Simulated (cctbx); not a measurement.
# Reading a Patterson map

Space group I-43d (no. 220), a = 11.3730 Å, b = 11.3730 Å, c = 11.3730 Å, α = 90.00°, β = 90.00°, γ = 90.00°, content Y12 Rb12 P16.

The data are simulated with cctbx, not measured: Mo Kα, λ = 0.71073 Å, to d = 0.65 Å, 70 % of the full sphere, strongest reflection 70000 counts, noise from counting, a 4 % proportional error and a noise floor of 4 counts (s.d.); no absorption.

Patterson synthesis, origin scaled to 1000:

```text
Patterson group I m -3 m
      u       v       w   height  length (A)
  0.000   0.000   0.000   1000.0     0.00
  0.000   0.250   0.500    303.2     6.36
  0.000   0.000   0.500    300.9     5.69
  0.125   0.125   0.250    148.9     3.48
  0.124   0.250   0.376    146.7     5.32
  0.078   0.188   0.188     31.7     3.14
  0.063   0.063   0.324     26.9     3.82
  0.078   0.172   0.297     18.7     4.00
  0.050   0.176   0.425     14.6     5.26
  0.250   0.250   0.250      4.2     4.92
  0.000   0.154   0.342      0.4     4.26
  0.127   0.320   0.320     -4.4     5.35
  0.075   0.247   0.247     -6.6     4.06
  0.000   0.208   0.208     -6.7     3.35
```

Q: Assign the vectors.

A peak at u stands for all pairs with xi − xj = u, with weight Σ ZiZj against Σ Z² = 38280 at the origin. Peak heights follow these weights only roughly, since form factors, motion and series ripples differ, all vectors within 0.55 Å of a peak are counted as merged into it though the farther ones add only part of their weight, and F(000) is left out, which lowers the whole map:

| u | v | w | shortest length (Å) | height | 1000 ΣZiZj/ΣZ² | pairs in the cell |
| --- | --- | --- | --- | --- | --- | --- |
| 0.000 | 0.250 | 0.500 | 6.36 | 303 | 302 | 4 × Y–Rb, 2 × Y–Y, 2 × Rb–Rb |
| 0.000 | 0.000 | 0.500 | 5.69 | 301 | 302 | 8 × Y–Rb |
| 0.125 | 0.125 | 0.250 | 3.48 | 149 | 151 | 4 × Y–Rb |
| 0.124 | 0.250 | 0.376 | 5.33 | 147 | 163 | 2 × Y–Y, 2 × Rb–Rb, 2 × P–P |

The table stops at ten peaks or at a height of 45, below which ripples compete. In the model behind the data Y, the heaviest element, has 1 independent site: (1/2, 1/4, 1/8), up to an allowed shift of origin; the Y–Y vectors are differences of these positions and their symmetry mates. Elements of similar Z can't be told apart from the map alone. The whole model:

```csv
atom,mult.,x,y,z,Ueq (Å²)
Y1,12,1/2,1/4,1/8,0.0204
Rb1,12,0,3/4,1/8,0.0195
P1,16,0.1732,0.1732,0.1732,0.0283
```

This is a model crystal, built by substitution and not relaxed, with assumed displacement parameters.

[Logs are printed without paths, hosts, clocks, repeated set-up lines and the standing remarks that a program may print on its own settings, such as how far it seeks lower states.]
